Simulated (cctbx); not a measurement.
**Which space group?**

Cell: a = 6.6250 Å, b = 6.6250 Å, c = 18.0590 Å, α = 90.00°, β = 90.00°, γ = 120.00°. Expected content of the cell: Sn3 Fe3 Cl18.

Simulated single-crystal data (cctbx): Mo Kα, λ = 0.71073 Å, to d = 0.65 Å, 95 % of the full sphere, strongest reflection 40000 counts, noise from counting, a 6 % proportional error and a noise floor of 2 counts (s.d.); no absorption.

A first pass over the reflections prints:

```text
9956 reflections to d = 0.650 A
centring   violations  <I/sigma> of those
    A       1581 of  4992      4.6
    B       1569 of  4981      4.5
    C       1558 of  4979      4.5
    I       1573 of  4967      4.5
    R          0 of  6674     -0.0
    F       2354 of  7476      4.5
Laue class    unique    Rint  (classes that these axes allow; Friedel mates merged)
R -3 :H           582   0.044
R -3 m :H         356   0.397
space group    extra absences  I>4sigma  <I/sigma>
R 3 :H                  0          0         -  acentric
R -3 :H                 0          0         -  centric
Wilson B = 0.39 A^2   <|E^2-1|> = 0.860 (0.968 centric, 0.736 acentric)   E^2>4: 2.4 %
shell (A)         n   <I/sigma>
 6.02 - 1.30     78     31.8
 1.30 - 1.03     71     32.7
 1.03 - 0.90     74     30.8
 0.90 - 0.82     68     29.5
 0.82 - 0.76     79     31.5
 0.76 - 0.72     71     29.0
 0.72 - 0.68     72     28.0
 0.68 - 0.65     69     30.1
```

**Question.** What are the lattice type, the Laue class and the likely space group?

The reflections that R centring forbids are absent (⟨I/σ⟩ near 0), so the lattice is R.

Rint stays low (0.044) up to R -3 :H and is 0.397 or more in the other classes.

2 settings pass the absence test. No glide or screw absences show, which leaves R 3 and R -3.

⟨|E²−1|⟩ = 0.860 lies between the two ideal values. The Wilson B of 0.39 Å² means U ≈ 0.0049 Å².

The true group is R-3 (no. 148), Laue class -3, centrosymmetric. The tables only narrow the choice to the tied entries; cell content, site symmetry and trial solutions must settle it.

The model is made up (kin elements in a known structure type, no relaxation), so it says nothing on whether the phase exists.

[Logs are printed without paths, hosts, clocks, repeated set-up lines and the standing remarks that a program may print on its own settings, such as how far it seeks lower states.]
